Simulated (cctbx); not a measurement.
**Absolute structure of NaGd3I2O4**

Space group Amm2 (no. 38), a = 5.5850 Å, b = 5.6400 Å, c = 13.1080 Å, α = 90.00°, β = 90.00°, γ = 90.00°.

| atom | mult. | x | y | z | Ueq (Å²) |
| --- | --- | --- | --- | --- | --- |
| Gd1 | 2 | 1/2 | 1/2 | 0.1605 | 0.0024 |
| Gd2 | 2 | 0 | 0 | 0.1632 | 0.0045 |
| Gd3 | 2 | 0 | 1/2 | 0.3463 | 0.0035 |
| I1 | 2 | 1/2 | 0 | 0.0126 | 0.0037 |
| I2 | 2 | 0 | 1/2 | 0.0060 | 0.0029 |
| Na1 | 2 | 1/2 | 0 | 0.2969 | 0.0073 |
| O1 | 8 | 0.2512 | 0.7499 | 0.2571 | 0.0057 |

This is a model crystal, built by substitution and not relaxed, with assumed displacement parameters.

Data sets are simulated with cctbx and refined with Bijvoet mates kept apart; Flack x is then fitted as the share of an inverted twin with the atoms fixed, Hooft y from the Bijvoet differences. The group is acentric but holds improper operations, so there is an absolute structure (orientation) and no hand.

Untwinned crystal. What Flack and Hooft values should come out?

| λ (Å) | extinction (unmodelled) | d min (Å) | top counts | error (%) | model | R1 | Flack x | s.u. | Hooft y | s.u. | pairs |
| --- | --- | --- | --- | --- | --- | --- | --- | --- | --- | --- | --- |
| 0.71073 | 0 | 0.77 | 5000 | 2 | as given | 0.0171 | 0.02 | 0.02 | 0.015 | 0.027 | 271 |
| 0.71073 | 0 | 0.77 | 5000 | 2 | inverted | 0.0294 | 0.95 | 0.02 | 1.004 | 0.028 | 271 |
| 1.54184 | 0 | 0.83 | 70000 | 1.5 | as given | 0.0059 | -0.001 | 0.0007 | -0.001 | 0.002 | 215 |

With Mo Kα, x is within 3 s.u. of 0, so the absolute structure is right. With Cu Kα, x is within 3 s.u. of 0, so the absolute structure is right. Inverting the model turns x into about 1 − x.

A further crystal gives:

| λ (Å) | extinction (unmodelled) | d min (Å) | top counts | error (%) | model | R1 | Flack x | s.u. | Hooft y | s.u. | pairs |
| --- | --- | --- | --- | --- | --- | --- | --- | --- | --- | --- | --- |
| 0.71073 | 0.1 | 0.8 | 40000 | 1.5 | as given | 0.0108 | 0.282 | 0.009 | 0.284 | 0.013 | 241 |

**Question.** What is it?

It was simulated as an inversion twin with a fraction 0.3 of the inverted domain. Flack x is over 3 s.u. from both 0 and 1 and reads that fraction.
